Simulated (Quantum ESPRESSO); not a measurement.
# Ta (P6_3/mmc): from the cell to the phonon bands, part 3 of 3

How does Ta (P6_3/mmc) vibrate, and is this structure a minimum?

Quantum ESPRESSO 7.5; DFT LDA, scalar-relativistic, plane waves, PseudoDojo norm-conserving pseudopotentials.

So far, lowest frequency on the path (cm⁻¹): step 7 (dispersion) -55.0. Also highest frequency (cm⁻¹): step 7 194. The relaxed cell has a = 2.830, c = 5.059 Å (conventional setting).

This is not the structure that Ta takes at ambient pressure and room temperature (bcc); it is a model or a phase of other conditions.

**8. Density of states**

Sums over the zone need many more wavevectors than were solved, so the interpolation is sampled on a dense mesh.

matdyn.in

```
&input
   asr = 'crystal'
   flfrc = 'x.fc'
   dos = .true.
   fldos = 'x.dos'
   nk1 = 18
   nk2 = 18
   nk3 = 9
   deltaE = 0.3
/
```

Run with:

```sh
$ matdyn.x -in matdyn.in > matdyn.out
```

Numbers of over 12 decimals in the logs are rounded to 6 here.

Log:

```text
[banner, memory and clock lines left out]
Program MATDYN v.7.5

 mass for atomic type   1 not given; uses mass from file x.fc
 Norm of the difference between old and new effective charges:    0.000000

 Norm of the difference between old and new force-constants:   3.5243e-06

     Message from routine matdyn:
     Z* not found in file x.fc, TO-LO splitting at q=0 will be absent!

Note: The following floating-point exceptions are signalling: IEEE_UNDERFLOW_FLAG
```

Run time: 5.1 s. Hardware: 1 thread of Arm Neoverse V2, shared host.

This step gave:

```
share of modes beyond 3i cm⁻¹ on the dense interpolated mesh : 0.0511
```

The phonon density of states has structure finer than the step of the table below, so its rows give means over 5 cm⁻¹, whole bins alone (the curve runs from -55.0 to 194 cm⁻¹). Peaks (cm⁻¹: height): 81.5: 0.0499, 108.5: 0.0531, 122.0: 0.0535, 140.0: 0.0534, 150.5: 0.0640.

Tetrahedra. The phonon density of states by wavenumber; means over each step:

| wavenumber (cm⁻¹) | phonon density of states (1/cm⁻¹/cell) |
| --- | --- |
| -50 | 0.00530 |
| -45 | 0.00735 |
| -40 | 0.00762 |
| -35 | 0.00790 |
| -30 | 0.00705 |
| -25 | 0.00629 |
| -20 | 0.00534 |
| -15 | 0.00464 |
| -10 | 0.00449 |
| -5 | 0.00463 |
| 0 | 0.00497 |
| 5 | 0.00583 |
| 10 | 0.00653 |
| 15 | 0.00757 |
| 20 | 0.00971 |
| 25 | 0.0130 |
| 30 | 0.0177 |
| 35 | 0.0226 |
| 40 | 0.0255 |
| 45 | 0.0287 |
| 50 | 0.0318 |
| 55 | 0.0350 |
| 60 | 0.0380 |
| 65 | 0.0440 |
| 70 | 0.0460 |
| 75 | 0.0461 |
| 80 | 0.0475 |
| 85 | 0.0472 |
| 90 | 0.0429 |
| 95 | 0.0402 |
| 100 | 0.0266 |
| 105 | 0.0347 |
| 110 | 0.0421 |
| 115 | 0.0339 |
| 120 | 0.0432 |
| 125 | 0.0406 |
| 130 | 0.0300 |
| 135 | 0.0297 |
| 140 | 0.0459 |
| 145 | 0.0516 |
| 150 | 0.0623 |
| 155 | 0.0550 |
| 160 | 0.0366 |
| 165 | 0.0200 |
| 170 | 0.00799 |
| 175 | 0.00614 |
| 180 | 0.00502 |
| 185 | 0.00378 |
| 190 | 0.00231 |

**9. Modes with the sum rule**

A rigid shift of the crystal must cost nothing, but grids and finite bases break this; the acoustic sum rule is imposed before the matrix is diagonalised again.

dynmat.in

```
&input
   fildyn = 'x.dyn1'
   asr = 'crystal'
   fileig = 'dynmat.eig'
/
```

Run with:

```sh
$ dynmat.x -in dynmat.in > dynmat.out
```

Log:

```text
[banner, memory and clock lines left out]
Program DYNMAT v.7.5

     Reading Dynamical Matrix from file x.dyn1
     ...Force constants read
     ...epsilon and Z* not read (not found on file)
     Acoustic Sum Rule: || Z*(ASR) - Z*(orig)|| =    0.000000E+00
     Acoustic Sum Rule: ||dyn(ASR) - dyn(orig)||=    9.968219E-06
     A direction for q was not specified:TO-LO splitting will be absent

     Polarizability (A^3 units)
     multiply by 1.000000 for Clausius-Mossotti correction
         0.000000    0.000000    0.000000
         0.000000    0.000000    0.000000
         0.000000    0.000000    0.000000

     IR activities are in (D/A)^2/amu units

# mode   [cm-1]    [THz]      IR
    1    -54.97   -1.6480    0.0000
    2    -54.97   -1.6480    0.0000
    3     -0.00   -0.0000    0.0000
    4     -0.00   -0.0000    0.0000
    5     -0.00   -0.0000    0.0000
    6    194.34    5.8262    0.0000
```

The job ended after 0.45 s (1 thread).

Unit eigenvectors of the mass-weighted matrix after the sum rule; no LO-TO term. Modes at Γ (negative means imaginary):

| mode | frequency (cm⁻¹) |
| --- | --- |
| 1 | -55.0 |
| 2 | -55.0 |
| 3 | 0.0 |
| 4 | 0.0 |
| 5 | 0.0 |
| 6 | 194.3 |

Displacements in mode 2 (-55.0 cm⁻¹), the largest set to 1:
```
Ta1  0.00  1.00  0.00
Ta2  0.00 -1.00  0.00
```

Displacements in mode 6 (194.3 cm⁻¹), the largest set to 1:
```
Ta1  0.00  0.00  1.00
Ta2  0.00  0.00 -1.00
```

The rule moves no optical mode by more than 0.1 cm⁻¹.

**10. Sum rules set otherwise (asr no)**

Without the rule the raw error of the acoustic modes shows.

dynmat.in

```
&input
   fildyn = 'x.dyn1'
   asr = 'no'
   fileig = 'dynmat.eig'
/
```

Run with:

```sh
$ dynmat.x -in dynmat.in > dynmat.out
```

Log:

```text
[banner, memory and clock lines left out]
Program DYNMAT v.7.5

     Reading Dynamical Matrix from file x.dyn1
     ...Force constants read
     ...epsilon and Z* not read (not found on file)
     A direction for q was not specified:TO-LO splitting will be absent

     Polarizability (A^3 units)
     multiply by 1.000000 for Clausius-Mossotti correction
         0.000000    0.000000    0.000000
         0.000000    0.000000    0.000000
         0.000000    0.000000    0.000000

     IR activities are in (D/A)^2/amu units

# mode   [cm-1]    [THz]      IR
    1    -54.97   -1.6480    0.0000
    2    -54.97   -1.6480    0.0000
    3      0.54    0.0162    0.0000
    4      0.69    0.0206    0.0000
    5      0.69    0.0206    0.0000
    6    194.34    5.8262    0.0000
```

The job ended after 0.45 s (1 thread).

Zone-centre frequencies as printed; negative means imaginary. Modes:

| mode | frequency (cm⁻¹) |
| --- | --- |
| 1 | -54.97 |
| 2 | -54.97 |
| 3 | 0.54 |
| 4 | 0.69 |
| 5 | 0.69 |
| 6 | 194.3 |

Against the first rule no mode moves by more than 0.7 cm⁻¹.

**11. Sum rules set otherwise (asr simple)**

The rule can be imposed in more than one way; the choices should agree where the raw error is small.

dynmat.in

```
&input
   fildyn = 'x.dyn1'
   asr = 'simple'
   fileig = 'dynmat.eig'
/
```

Run with:

```sh
$ dynmat.x -in dynmat.in > dynmat.out
```

Log:

```text
[banner, memory and clock lines left out]
Program DYNMAT v.7.5

     Reading Dynamical Matrix from file x.dyn1
     ...Force constants read
     ...epsilon and Z* not read (not found on file)
     A direction for q was not specified:TO-LO splitting will be absent

     Polarizability (A^3 units)
     multiply by 1.000000 for Clausius-Mossotti correction
         0.000000    0.000000    0.000000
         0.000000    0.000000    0.000000
         0.000000    0.000000    0.000000

     IR activities are in (D/A)^2/amu units

# mode   [cm-1]    [THz]      IR
    1    -54.98   -1.6481    0.0000
    2    -54.98   -1.6481    0.0000
    3     -0.00   -0.0000    0.0000
    4      0.00    0.0000    0.0000
    5      0.00    0.0000    0.0000
    6    194.34    5.8262    0.0000
```

Run time: 0.44 s. Hardware: 1 thread.

Read from the output:

- lowest optical zone-centre mode: -54.98 cm⁻¹

Zone-centre frequencies as printed; negative means imaginary. Modes:

| mode | frequency (cm⁻¹) |
| --- | --- |
| 1 | -54.98 |
| 2 | -54.98 |
| 3 | 0 |
| 4 | 0 |
| 5 | 0 |
| 6 | 194.3 |

Against the first rule no mode moves by more than 0.1 cm⁻¹.

**12. The dispersion under another sum rule (asr all)**

The sum rule corrects the force constants themselves, so it can shift branches at any wavevector, low ones most.

matdyn.in

```
&input
   asr = 'all'
   flfrc = 'x.fc'
   flfrq = 'x.freq'
   flvec = 'x.modes'
   q_in_band_form = .true.
   q_in_cryst_coord = .true.
/
12
  0.0000000   0.0000000   0.0000000   8  ! GAMMA
  0.5000000  -0.0000000   0.0000000   8  ! M
  0.3333333   0.3333333   0.0000000   8  ! K
  0.0000000   0.0000000   0.0000000   8  ! GAMMA
  0.0000000   0.0000000   0.5000000   8  ! A
  0.5000000  -0.0000000   0.5000000   8  ! L
  0.3333333   0.3333333   0.5000000   8  ! H
  0.0000000   0.0000000   0.5000000   1  ! A
  0.5000000  -0.0000000   0.5000000   8  ! L
  0.5000000  -0.0000000   0.0000000   1  ! M
  0.3333333   0.3333333   0.5000000   8  ! H
  0.3333333   0.3333333   0.0000000   1  ! K
```

Run with:

```sh
$ matdyn.x -in matdyn.in > matdyn.out
```

Log:

```text
[banner, memory and clock lines left out]
Program MATDYN v.7.5

 mass for atomic type   1 not given; uses mass from file x.fc
 Norm of the difference between old and new effective charges:    0.000000

 Huang before:    1   1   1   2,   residual stress:   7.10001e-11
 Huang before:    1   1   1   3,   residual stress:   0.000000
 Huang before:    1   1   2   2,   residual stress:   5.04795e-09
 Huang before:    1   1   2   3,   residual stress:  -3.96111e-10
 Huang before:    1   1   3   3,   residual stress:  -0.048846
 Huang before:    1   2   1   3,   residual stress:  -3.96111e-10
 Huang before:    1   2   2   2,   residual stress:  -1.81853e-11
 Huang before:    1   2   2   3,   residual stress:   0.000000
 Huang before:    1   2   3   3,   residual stress:   1.02852e-10
 Huang before:    1   3   2   2,   residual stress:   0.000000
 Huang before:    1   3   2   3,   residual stress:   6.99328e-11
 Huang before:    1   3   3   3,   residual stress:  -0.000000
 Huang before:    2   2   2   3,   residual stress:   3.96111e-10
 Huang before:    2   2   3   3,   residual stress:  -0.048846
 Huang before:    2   3   3   3,   residual stress:   0.000000

 Norm of the difference between old and new force-constants:   0.00986158

     Message from routine matdyn:
     Z* not found in file x.fc, TO-LO splitting at q=0 will be absent!
     Message from routine matdyn:
     Z* not found in file x.fc, TO-LO splitting at q=0 will be absent!

Note: The following floating-point exceptions are signalling: IEEE_UNDERFLOW_FLAG

   You are using asr="all", please consider citing C. Lin, S. Ponc\'e and N. Marzari, npj Comput Mater 8, 236 (2022).
```

Elapsed: 0.45 s, on 1 thread.

Numbers from this step:

| Item | Value |
| --- | --- |
| lowest frequency on the path | -59.05 cm⁻¹ |

Matdyn.x, sum rule all. The phonon branches at the labelled points (cm⁻¹):

| point | branch 1 | branch 2 | branch 3 | branch 4 | branch 5 | branch 6 |
| --- | --- | --- | --- | --- | --- | --- |
| Γ | -59 | -59 | 0 | 0 | 0 | 195 |
| halfway | -32 | 23 | 62 | 87 | 113 | 172 |
| M | 31 | 62 | 90 | 136 | 138 | 159 |
| halfway | 69 | 74 | 106 | 127 | 132 | 153 |
| K | 101 | 101 | 101 | 123 | 123 | 142 |
| halfway | 31 | 49 | 53 | 106 | 119 | 165 |
| Γ | -59 | -59 | 0 | 0 | 0 | 195 |
| halfway | -51 | -51 | -10 | -10 | 74 | 180 |
| A | -31 | -31 | -31 | -31 | 137 | 137 |
| halfway | 36 | 36 | 97 | 97 | 134 | 134 |
| L | 59 | 59 | 98 | 98 | 166 | 166 |
| halfway | 78 | 78 | 105 | 105 | 158 | 158 |
| H | 83 | 83 | 128 | 128 | 143 | 143 |
| halfway | 55 | 55 | 101 | 101 | 137 | 137 |
| A | -31 | -31 | -31 | -31 | 137 | 137 |
| jump to L | 59 | 59 | 98 | 98 | 166 | 166 |
| halfway | 39 | 73 | 81 | 123 | 150 | 166 |
| M | 31 | 62 | 90 | 136 | 138 | 159 |
| jump to H | 83 | 83 | 128 | 128 | 143 | 143 |
| halfway | 90 | 90 | 111 | 135 | 135 | 139 |
| K | 101 | 101 | 101 | 123 | 123 | 142 |

The phonon branches as a text plot (rows in cm⁻¹):

```
    189 |***                *****
    179 |   *              *
    168 |    *            *      *        ***            ***
    158 |     * ****                     *   *            * *
    147 |      *    ******        *     *     ******       * *  *
    136 |     * ****    **         *****            *****   ****
    126 |      *   *******        *            *           * *  *
    115 |    *      * **  *                   * **        *   *
    105 |     *    * *    *             **   *    ***    *     **
     94 |   *    ** * ***  *     *     *  ***            *  *  *
     84 |    * **   * ***  *          *      ******  *     * **
     73 |     *    *     *  *                      *      **
     63 |  * *  ***     **                ***         *  *  *
     52 |   *  *         ** *   *    *   *          *    *
     41 |         *                     *                 *
     31 | **  * **        ** **        *             *     **
     20 | *  * *           * ***      *                **
     10 |   *              **
     -1 |***                 ***    *                 *
    -11 |     *                 **
    -22 |  *                *     *  *                 **
    -33 |    *                    ***
    -43 |   *               *    *
    -54 |***                 ****
         Γ       M   K         Γ   A       L   H        A|L M|H K
```

At the labelled points the branches move by no more than 12.6 cm⁻¹.

**13. Results**

```
space group after relaxation                                       : P6_3/mmc
volume per atom                                                    : 17.5 Å³
highest optical zone-centre mode (no LO-TO term)                   : 194.3 cm⁻¹
lowest optical zone-centre mode                                    : -55.0 cm⁻¹
q mesh                                                             : 2×2×2
lowest mode on the q mesh (acoustic ones at the zone centre apart) : -55.0 cm⁻¹
imaginary modes on the q mesh                                      : yes
```

Ta (P6_3/mmc) is unstable: a mode solved on the 2×2×2 mesh is imaginary, 55i cm⁻¹; its spectrum reaches 194 cm⁻¹. At the LDA level the optical modes of Ta (P6_3/mmc) at the zone centre run from 55i to 194 cm⁻¹, so the structure is a saddle point, with 2 modes beyond 10i cm⁻¹ there. The most unstable solved mode lies at the zone centre, but modes at other wavevectors are imaginary too, so the distortion may enlarge the cell. These are harmonic frequencies at zero temperature: anharmonic shifts and linewidths and thermal expansion are left out. Spin-orbit coupling is left out, which can matter for the heavy elements here. In a metal the frequencies hang on the k mesh and the smearing, most of all near Kohn anomalies. The q mesh stands for a supercell only 5.7 Å across, so branches between the solved wavevectors are rough. The structure comes from a database and need not be the phase that is stable at ambient conditions.

[Host names and launcher messages were left out of these logs when they were recorded.]

[Logs are printed without paths, hosts, clocks, repeated set-up lines and the standing remarks that a program may print on its own settings, such as how far it seeks lower states.]

[Hosts, paths, dates, database ids (printed as entryN), source tags and the programs' standing remarks are cut or masked in the printed files.]
